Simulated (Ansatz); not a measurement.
# Lattice dynamics of YbAl3 (Pm-3m), part 2 of 2

Aim: the vibrations of YbAl3 (Pm-3m), their spectra, and whether the structure is stable.

Ansatz 0.2.0; DFT PBEsol, scalar-relativistic, plane waves, PAW.

So far. Step 3 (Relaxing to small forces for the phonons): The forces vanish by symmetry and the pressure is -0.002 GPa, within the tolerances set. The cell now holds 18.20 Å³/atom. The relaxed cell has a = 4.175 Å (conventional setting).

## (4) Zone-centre response

The zone centre comes first: it holds the modes that light can see, as far as symmetry allows. No field response is asked, since the mesh shows no gap.

File input.yaml:

```yaml
crystal:
  lattice:
    - [4.1754655244, 0.0, 0.0]
    - [0.0, 4.1754655244, 0.0]
    - [0.0, 0.0, 4.1754655244]
  atoms:
    - { symbol: Yb, position: [0.0, 0.0, 0.0] }
    - { symbol: Al, position: [0.0, 0.5, 0.5] }
    - { symbol: Al, position: [0.5, 0.5, 0.0] }
    - { symbol: Al, position: [0.5, 0.0, 0.5] }
kpoints:
  mp_grid: { grid: [12, 12, 12] }
hamiltonian:
  xc: pbesol
scf:
  occupations: { method: methfessel_paxton, width: 0.2 }
output:
  eigenvalues: true
phonons:
  method: dfpt
```

Command:

```
> ansatz run input.yaml --threads 4 --pin off --max-ram 14336MiB --backend cpu --events-out ev --progress --plain --runs-dir out
```

Numbers of over 12 decimals in the logs are rounded to 6 here.

Log:

```text
zone centre: on kpoints.mp_grid the ground state, and the responses unless they are solved on pairs of k-points, stand on 343 of the mesh's 1728 k-points, reduced under 8 symmetry operations, with k and −k counted as one. Each operation leaves every solved displacement unchanged or reverses it
[...]
Crystal: 4 atoms, lattice volume = 72.797 Å³
Basis set: ecut = 420 eV, 1365 PW (Γ), exchange–correlation on 60×60×60 points (8 copies of the dense FFT grid, shifted against one another)
Bands: 21, of which v1, the nominal top of the filled ones, is band 17 counted from 1 (16 counted from 0)
Symmetry: 48 space group operations
k-points: 343 of 1728 (irreducible under 8 space group operations)
[...]
SCF iter   1: F=—  HF=-15252.675866 eV  |F-HF|=—  |Δ(HF+E_count)|=         —  Δρ=1.75e-1  dr2=1.91e1  ethr=3.10e-3  ⟨swp⟩=6.3  Hψ=37771  notcnv=0
[...]
SCF iter  12: F=-15251.640689 eV  HF=-15251.640689 eV  |F-HF|=0.00e0  |Δ(HF+E_count)|=  1.82e-12  S|Δr|=    0.00e0  Δρ=1.91e-8  dr2=2.98e-13  ethr=1.00e-12  ⟨swp⟩=5.7  Hψ=32708  notcnv=0
the search or the solves at the SCF's close seem to have found levels that the self-consistency loop had missed (the run counts 6). By its estimate they hold under 1e-12 electrons; where the run keeps them, the occupations were computed again with them
SCF 1 converged in 12 iterations: F = -15251.640689 eV  dr2 = 2.98e-13
[...]
DFPT response loops at Γ: preconditioner auto → Kerker (q_TF=auto, 2.391 Å⁻¹) (partly filled bands, converged f_vac=0.000); β = 1.00, the filter's whole step (`scf.mixing.beta` (0.50) is not read by the response loops under this deck's `scf.mixing.preconditioner`; to damp them name `kerker` or `kerker_dos`, under which they read `scf.mixing.beta`, and type it under 1.00, their step now; both keys bind the ground state too); Broyden in place of MSR1
SCF converged after 12 iterations
[...]
Free energy (F): -15251.640689 eV
[...]
Internal energy: -15251.750687 eV  (E = F + TS)
E sigma→0 (E₀):  -15251.668188 eV
Entropy (-TS):   0.109998 eV (27.499 meV/atom)
Fermi energy:    10.252956 eV
[...]
--- Band table (eV; the first three rows and the last of 343) ---
  k-point 0: bands = [... 13 lower, 10.0093, 10.2324, 10.2324, 10.2324, 11.9411, 13.0688, 13.0688, 13.0688]
  k-point 1: bands = [... 13 lower, 10.0077, 10.2196, 10.2196, 10.2473, 12.2688, 12.9205, 12.9205, 13.1066]
  k-point 2: bands = [... 13 lower, 10.0035, 10.1821, 10.1821, 10.3443, 12.6323, 12.6323, 13.0597, 13.2151]
  k-point 342: bands = [... 13 lower, 10.0035, 10.0336, 10.0336, 10.0336, 10.0773, 11.6173, 15.7045, 15.7045]
--- Phonons (Γ-DFPT): 3 representative perturbations + reference, on 343 of 1728 k-points (Σ response iterations 9) ---
  k mesh reduced under 8 symmetry operations, with k and −k counted as one. Each operation leaves every solved displacement unchanged or reverses it
  ASR residual: 1.611e-5 → 0.000e0 eV/Å²; symmetrization residual: 2.033e-6 eV/Å²
  ASR residual per site (eV/Å²): 2.80e-6 1.61e-5 1.61e-5 1.61e-5
  Γ frequencies (cm⁻¹): 0.00 0.00 0.00 182.14 182.14 182.14 239.13 239.13 239.13 267.63 267.63 267.63
  non-analytic LO–TO correction: not included (Born effective charges unavailable; polar crystals: no LO–TO splitting at Γ)
```

Elapsed: 48 s, on 4 threads of Arm Neoverse V2, shared host; peak memory 1.8 GiB; 3 min of CPU time.

Reading the cycles: dr2 is the Hartree energy of the density residual (eV), the measure of convergence; HF is the Harris–Foulkes estimate of the energy, which meets the free energy F at convergence.

Numbers from this step:

```
sum-rule residual before enforcement                    : 1.61e-5 eV/Å²
point group                                             : m-3m
highest optical mode at the zone centre (no LO-TO term) : 267.6 cm⁻¹
lowest optical zone-centre mode                         : 182.1 cm⁻¹
```

Patterns of degenerate modes are one choice out of their space. Modes at Γ, with each element's share of the kinetic energy:

| mode | frequency (cm⁻¹) | symmetry | Yb % | Al % |
| --- | --- | --- | --- | --- |
| 1 | 0.0 | acoustic | 68 | 32 |
| 2 | 0.0 | acoustic | 68 | 32 |
| 3 | 0.0 | acoustic | 68 | 32 |
| 4 | 182.1 | T1u | 20 | 80 |
| 5 | 182.1 | T1u | 20 | 80 |
| 6 | 182.1 | T1u | 20 | 80 |
| 7 | 239.1 | T2u | 0 | 100 |
| 8 | 239.1 | T2u | 0 | 100 |
| 9 | 239.1 | T2u | 0 | 100 |
| 10 | 267.6 | T1u | 12 | 88 |
| 11 | 267.6 | T1u | 12 | 88 |
| 12 | 267.6 | T1u | 12 | 88 |

Displacements in mode 4 (182.1 cm⁻¹), the largest set to 1:
```
Yb1 -0.20 -0.01 -0.01
Al2  1.00  0.01  0.01
Al3  0.14  0.01  0.06
Al4  0.14  0.06  0.01
```

Displacements in mode 10 (267.6 cm⁻¹), the largest set to 1:
```
Yb1 -0.22 -0.03  0.00
Al2 -0.56  0.14 -0.02
Al3  1.00  0.14  0.01
Al4  1.00 -0.08 -0.02
```

Before it was imposed, the acoustic sum rule was missed by 1.6e-5 eV/Å². Small misses are needed for a sound result but don't prove that mesh and cutoff are converged. The lowest optical mode is real, 182 cm⁻¹.

## (5) Response at finite wavevector

Stability and thermal properties need the whole zone. Linear response on a 4×4×4 q mesh gives force constants as far as a supercell of that size would.

Edit input.yaml of step 4 so:

```diff
@@ -20 +20,8 @@
   method: dfpt
+  qmesh: [4, 4, 4]
+  temperatures: { t_max: 1000, t_step: 50 }
+  qpath:
+    path:
+      - [[0.0, 0.0, 0.0], [0.0, 0.5, 0.0], [0.5, 0.5, 0.0], [0.0, 0.0, 0.0], [0.5, 0.5, 0.5], [0.0, 0.5, 0.0]]
+      - [[0.5, 0.5, 0.5], [0.5, 0.5, 0.0]]
+    npoints: 10
```

Log:

```text
[...]
Crystal: 4 atoms, lattice volume = 72.797 Å³
Basis set: ecut = 420 eV, 1365 PW (Γ), exchange–correlation on 60×60×60 points (8 copies of the dense FFT grid, shifted against one another)
Bands: 21, of which v1, the nominal top of the filled ones, is band 17 counted from 1 (16 counted from 0)
Symmetry: 48 space group operations
k-points: 84 of 1728
[...]
SCF iter   1: F=—  HF=-15252.675922 eV  |F-HF|=—  |Δ(HF+E_count)|=         —  Δρ=1.75e-1  dr2=1.91e1  ethr=3.10e-3  ⟨swp⟩=6.2  Hψ=9166  notcnv=0
[...]
SCF iter  12: F=-15251.640689 eV  HF=-15251.640689 eV  |F-HF|=3.64e-12  |Δ(HF+E_count)|=  1.82e-12  S|Δr|=    0.00e0  Δρ=2.08e-8  dr2=3.10e-13  ethr=1.00e-12  ⟨swp⟩=5.9  Hψ=8384  notcnv=0
[...]
SCF 1 converged in 12 iterations: F = -15251.640689 eV  dr2 = 3.10e-13
[...]
phonons: the bands overlap, so this run is a metal and interpolates without the dipole-dipole term. If the crystal is really an insulator or semiconductor, its LO-TO splitting is missing
NSCF: frozen V_eff on 84 k-points
WARN: eigensolver did not converge in 19 slots of this pass, the one above among them; of largest residual over every band (k=15): 1 band(s) unlocked (lowest unlocked band 20, counted from 0; max residual 3.30e-2 eV among the unlocked bands, 3.30e-2 eV over every band); of lowest unlocked band (k=15): band 20
[...]
DFPT response loops at q = (0, 0, 0) (fractional): preconditioner auto → Kerker (q_TF=auto, 2.391 Å⁻¹) (partly filled bands, converged f_vac=0.000); β = 1.00, the filter's whole step (`scf.mixing.beta` (0.50) is not read by the response loops under this deck's `scf.mixing.preconditioner`; to damp them name `kerker` or `kerker_dos`, under which they read `scf.mixing.beta`, and type it under 1.00, their step now; both keys bind the ground state too); Broyden in place of MSR1
[...]
SCF converged after 12 iterations
[...]
Free energy (F): -15251.640689 eV
[...]
Internal energy: -15251.750687 eV  (E = F + TS)
E sigma→0 (E₀):  -15251.668188 eV
Entropy (-TS):   0.109998 eV (27.499 meV/atom)
Fermi energy:    10.252956 eV
[...]
--- Band table (eV; the first three rows and the last of 84) ---
  k-point 0: bands = [... 13 lower, 10.0093, 10.2324, 10.2324, 10.2324, 11.9411, 13.0688, 13.0688, 13.0688]
  k-point 1: bands = [... 13 lower, 10.0077, 10.2196, 10.2196, 10.2473, 12.2688, 12.9205, 12.9205, 13.1066]
  k-point 2: bands = [... 13 lower, 10.0035, 10.1821, 10.1821, 10.3443, 12.6323, 12.6323, 13.0597, 13.2151]
  k-point 83: bands = [... 13 lower, 10.0035, 10.0336, 10.0336, 10.0336, 10.0773, 11.6173, 15.7045, 15.7045]
--- Phonons (Γ-DFPT): 3 representative perturbations + reference (Σ response iterations 9) ---
  ASR residual: 1.918e-5 → 0.000e0 eV/Å²; symmetrization residual: 2.747e-6 eV/Å²
  ASR residual per site (eV/Å²): 1.92e-5 1.61e-5 1.61e-5 1.61e-5
[...]
--- Phonons (arbitrary-q DFPT): 10 irreducible q on the 4×4×4 mesh ---
  q = [0.0000, 0.0000, 0.0000] (star 1, of the zone-centre solve; hermiticity 5.64e-7, symmetrization 1.19e-11): -0.00 0.00 0.00 182.14 182.14 182.14 239.13 239.13 239.13 267.63 267.63 267.63
  q = [0.0000, 0.0000, 0.2500] (star 6, 7 solved perturbations in 3612 linear systems a pass and spin channel, the states on 588 of 1728 k-point pairs; hermiticity 6.21e-7, symmetrization 1.43e-12): 67.79 67.79 89.70 181.55 181.55 185.20 243.85 243.85 253.24 259.50 265.55 265.55
[...]
q = [0.0000, 0.2500, -0.5000] (star 12, 12 solved perturbations on 588 of 1728 k-point pairs; hermiticity 6.41e-7, symmetrization 7.47e-14): 103.86 114.04 117.49 159.90 179.65 216.81 239.12 251.78 253.20 256.71 259.87 276.48
[...]
sum rule: each row above includes the acoustic sum rule's correction from the zone centre's row sums; it moved no ω² by more than (0.40 cm⁻¹)²
  mesh force constants: q→R imaginary residual 1.40e-18; ASR residual 1.918e-5 → 0.000e0 eV/Å²; symmetrization residual 5.329e-15 eV/Å²
  interpolated dispersion: 62 rows × 12 modes
  density of states and harmonic sums: on the 16×16×16 q-mesh, interpolated from the force constants of a 4×4×4 supercell (no non-analytic term)
  largest difference from the sums on the solved wave vectors: F 1.32e-2 eV, S 1.72e-5 and C_V 3.98e-6 eV/K
  zero-point energy: 0.148241 eV/cell   skipped modes (ω ≤ 0): 3   left out of the sums: 6.10e-5 of the cell's modes: C_V's classical limit lies that fraction below 3 k_B per atom; for a crystal, a wire or a layer, F and S can be off by more, and a phonons.interpolated_qmesh denser along its periods is the remedy for the sampling
```

Run time: 21 min. Hardware: 4 threads; peak memory 6 GiB; 82 min of CPU time.

Numbers from this step:

```
sum-rule residual before enforcement                    : 1.92e-5 eV/Å²
lowest frequency on the path                            : 0 cm⁻¹
highest frequency on the path or at a solved wavevector : 288.4 cm⁻¹
mean frequency                                          : 199.3 cm⁻¹
Debye temperature (second moment)                       : 391 K
logarithmic mean frequency                              : 184.9 cm⁻¹
lowest mode on the q mesh (acoustic modes at Γ apart)   : 67.79 cm⁻¹
zero-point energy per atom                              : 37.06 meV
heat capacity at 300 K                                  : 22.96 J/(mol atoms K)
vibrational entropy at 300 K                            : 28.96 J/(mol atoms K)
```

Frequencies (cm⁻¹) solved at each irreducible wavevector; negative means imaginary. Frequencies by wavevector, by row:

| q in reciprocal lattice units | star | mode 1 | mode 2 | mode 3 | mode 4 | mode 10 | mode 11 | mode 12 |
| --- | --- | --- | --- | --- | --- | --- | --- | --- |
| 0 0 0 | 1 | 0 | 0 | 0 | 182.1 | 267.6 | 267.6 | 267.6 |
| 0 0 0.25 | 6 | 67.8 | 67.8 | 89.7 | 181.6 | 259.5 | 265.6 | 265.6 |
| 0 0 -0.5 | 3 | 106.8 | 106.8 | 128.1 | 171.3 | 259.2 | 259.2 | 263.9 |
| 0 0.25 0.25 | 12 | 75.3 | 92.8 | 117.8 | 165.9 | 262.5 | 262.6 | 269 |
| 0 0.25 -0.5 | 12 | 103.9 | 114 | 117.5 | 159.9 | 256.7 | 259.9 | 276.5 |
| 0 -0.5 -0.5 | 3 | 109.5 | 109.5 | 131.3 | 145.1 | 265.5 | 265.5 | 282.7 |
| 0.25 0.25 0.25 | 8 | 87.1 | 87.1 | 128.6 | 163.1 | 266.7 | 273 | 273 |
| 0.25 0.25 -0.5 | 12 | 99.6 | 106.4 | 116.5 | 152.7 | 268.6 | 270 | 283.3 |
| 0.25 -0.5 -0.5 | 6 | 98.1 | 98.1 | 111.5 | 137.2 | 279.5 | 279.5 | 285 |
| -0.5 -0.5 -0.5 | 1 | 85.9 | 85.9 | 85.9 | 124.3 | 288.4 | 288.4 | 288.4 |

Interpolated from a 4×4×4 q mesh. Phonon branches along the path, in cm⁻¹:

| point | branch 1 | branch 2 | branch 3 | branch 4 | branch 9 | branch 10 | branch 11 | branch 12 |
| --- | --- | --- | --- | --- | --- | --- | --- | --- |
| Γ | 0 | 0 | 0 | 182 | 239 | 268 | 268 | 268 |
| halfway | 68 | 68 | 90 | 182 | 253 | 260 | 266 | 266 |
| X | 107 | 107 | 128 | 171 | 255 | 259 | 259 | 264 |
| halfway | 104 | 114 | 118 | 160 | 253 | 257 | 260 | 276 |
| M | 110 | 110 | 131 | 145 | 246 | 266 | 266 | 283 |
| halfway | 75 | 93 | 118 | 166 | 258 | 262 | 263 | 269 |
| Γ | 0 | 0 | 0 | 182 | 239 | 268 | 268 | 268 |
| halfway | 87 | 87 | 129 | 163 | 246 | 267 | 273 | 273 |
| R | 86 | 86 | 86 | 124 | 259 | 288 | 288 | 288 |
| halfway | 100 | 106 | 116 | 153 | 245 | 269 | 270 | 283 |
| X | 107 | 107 | 128 | 171 | 255 | 259 | 259 | 264 |
| jump to R | 86 | 86 | 86 | 124 | 259 | 288 | 288 | 288 |
| halfway | 98 | 98 | 112 | 137 | 246 | 280 | 280 | 285 |
| M | 110 | 110 | 131 | 145 | 246 | 266 | 266 | 283 |

Tetrahedra on a 16×16×16 mesh, mean over bins of 5 cm-1. Interpolated from a 4×4×4 q mesh. Phonon density of states against wavenumber; read off at these points:

| wavenumber (cm⁻¹) | phonon density of states (1/cm⁻¹/cell) |
| --- | --- |
| 2 | 1.0e-5 |
| 12 | 1.2e-4 |
| 18 | 3.2e-4 |
| 28 | 0.00108 |
| 32 | 0.0016 |
| 42 | 0.00298 |
| 48 | 0.00383 |
| 58 | 0.00634 |
| 62 | 0.00785 |
| 72 | 0.0125 |
| 78 | 0.0158 |
| 88 | 0.0310 |
| 92 | 0.0583 |
| 98 | 0.0858 |
| 102 | 0.0831 |
| 112 | 0.0427 |
| 118 | 0.0440 |
| 122 | 0.0864 |
| 128 | 0.0225 |
| 132 | 0.006 |
| 142 | 0.0169 |
| 148 | 0.0284 |
| 158 | 0.0344 |
| 162 | 0.0394 |
| 172 | 0.0675 |
| 178 | 0.0671 |
| 188 | 0.00853 |
| 198 | 0.0154 |
| 202 | 0.0182 |
| 212 | 0.0186 |
| 218 | 0.0186 |
| 228 | 0.0223 |
| 232 | 0.0549 |
| 242 | 0.189 |
| 248 | 0.172 |
| 258 | 0.0862 |
| 262 | 0.153 |
| 268 | 0.154 |
| 272 | 0.0754 |
| 278 | 0.0709 |
| 288 | 0.0206 |

The partial phonon density of states has structure finer than the step of the table below, so its rows give means over 10 cm⁻¹, whole bins alone (the curve runs from -10 to 307 cm⁻¹). Peaks (cm⁻¹: height): Al 171.3: 0.0677, 245.0: 0.197, 264.9: 0.165; Yb 95.6: 0.0716, 121.5: 0.0723, 264.9: 0.0113.

Phonopy on the run's constants, 13x13x13 mesh, Gaussian sigma 2.3 cm-1. Interpolated from a 4×4×4 q mesh. Partial phonon density of states against wavenumber; means over each step; values in 1/cm⁻¹/cell:

| wavenumber (cm⁻¹) | Al | Yb |
| --- | --- | --- |
| 0 | 4.2e-5 | 8.6e-5 |
| 10 | 1.5e-6 | 4.4e-6 |
| 20 | 2.1e-4 | 4.6e-4 |
| 30 | 5.2e-4 | 0.00117 |
| 40 | 6.7e-4 | 0.00159 |
| 50 | 0.00140 | 0.00344 |
| 60 | 0.00199 | 0.00541 |
| 70 | 0.00268 | 0.00807 |
| 80 | 0.00423 | 0.0154 |
| 90 | 0.00681 | 0.0387 |
| 100 | 0.00895 | 0.0689 |
| 110 | 0.00474 | 0.0480 |
| 120 | 0.00310 | 0.0577 |
| 130 | 0.00490 | 0.0159 |
| 140 | 0.0140 | 8.3e-5 |
| 150 | 0.0279 | 4.3e-4 |
| 160 | 0.0362 | 0.00135 |
| 170 | 0.0539 | 0.00339 |
| 180 | 0.0502 | 0.00532 |
| 190 | 0.0127 | 0.00142 |
| 200 | 0.0164 | 4.3e-4 |
| 210 | 0.0185 | 1.7e-4 |
| 220 | 0.0188 | 2.9e-4 |
| 230 | 0.0409 | 3.9e-4 |
| 240 | 0.143 | 0.00159 |
| 250 | 0.130 | 0.00232 |
| 260 | 0.119 | 0.00609 |
| 270 | 0.104 | 0.00705 |
| 280 | 0.0621 | 0.00410 |
| 290 | 0.0124 | 0.00108 |
| 300 | 3.6e-6 | 0 |

Harmonic thermodynamic functions per atom, from the density of states. Interpolated from a 4×4×4 q mesh. Thermodynamic functions, by row:

| T (K) | F_vib (meV/atom) | S (J/mol-atom/K) | C_V (J/mol-atom/K) |
| --- | --- | --- | --- |
| 0 | 37.06 | 0 | 0 |
| 50 | 36.8 | 1.892 | 4.694 |
| 100 | 34.34 | 7.935 | 13.32 |
| 200 | 19.57 | 20.04 | 20.81 |
| 300 | -6.07 | 28.96 | 22.96 |
| 400 | -39.72 | 35.7 | 23.8 |
| 500 | -79.59 | 41.06 | 24.2 |
| 600 | -124.5 | 45.49 | 24.42 |
| 700 | -173.7 | 49.27 | 24.56 |
| 800 | -226.5 | 52.55 | 24.65 |
| 900 | -282.5 | 55.46 | 24.71 |
| 1000 | -341.3 | 58.06 | 24.75 |

Harmonic mean-square displacement, third of the trace. Interpolated from a 4×4×4 q mesh. Mean square displacements, by row:

| T (K) | Yb1 U_eq (Å²) | Al2 U_eq (Å²) | Al3 U_eq (Å²) | Al4 U_eq (Å²) |
| --- | --- | --- | --- | --- |
| 0 | 9.30e-4 | 0.00298 | 0.00298 | 0.00298 |
| 100 | 0.00163 | 0.00361 | 0.00361 | 0.00361 |
| 300 | 0.00431 | 0.00747 | 0.00747 | 0.00747 |
| 600 | 0.00851 | 0.01422 | 0.01422 | 0.01422 |

Symmetry leaves 10 wavevectors to solve. The lowest mode among them, the acoustic zeros apart, lies at q = (0, 0, 0.25) and is real, 67.8 cm⁻¹.

## (6) Results

| Property | Result |
| --- | --- |
| space group after relaxation (within 0.01 Å) | Pm-3m |
| volume per atom | 18.2 Å³ |
| electronic character | no gap on this mesh |
| highest optical mode at the zone centre (no LO-TO term) | 268 cm⁻¹ |
| lowest optical zone-centre mode | 182 cm⁻¹ |
| lowest mode on the q mesh (acoustic modes at Γ apart) | 67.8 cm⁻¹ |
| highest frequency on the path or at a solved wavevector | 288 cm⁻¹ |
| zero-point energy per atom | 37.1 meV |
| heat capacity at 300 K | 23.0 J/(mol atoms K) |
| vibrational entropy at 300 K | 29.0 J/(mol atoms K) |
| Debye temperature (second moment) | 391 K |
| imaginary modes on the 4×4×4 q mesh | none |

What this shows: The structure is a minimum as far as tested: no mode is imaginary at the 10 irreducible wavevectors of the 4×4×4 mesh, and the softest away from the acoustic zeros lies at 68 cm⁻¹. The optical modes at Γ span 182 to 268 cm⁻¹. The highest mode in this list at Γ, 267.6 cm⁻¹, is mostly motion of Al (88 % of the kinetic energy). With no gap, or one that is small against the smearing, the frequencies hang on the k mesh and the smearing, most of all near Kohn anomalies. The phonon runs are without spin polarisation, although the cell has an odd electron count. The 4f shell is treated without a U, so valence and screening may be off. Spin-orbit coupling is left out, which can matter for the heavy elements here. A phonon run warned that its eigensolver left some bands unconverged in a pass. These are harmonic frequencies at zero temperature: anharmonic shifts, linewidths and thermal expansion are left out.

[Logs are printed without paths, hosts, clocks, repeated set-up lines and the standing remarks that a program may print on its own settings, such as how far it seeks lower states.]

[Hosts, paths, dates, database ids (printed as entryN), source tags and the programs' standing remarks are cut or masked in the printed files.]
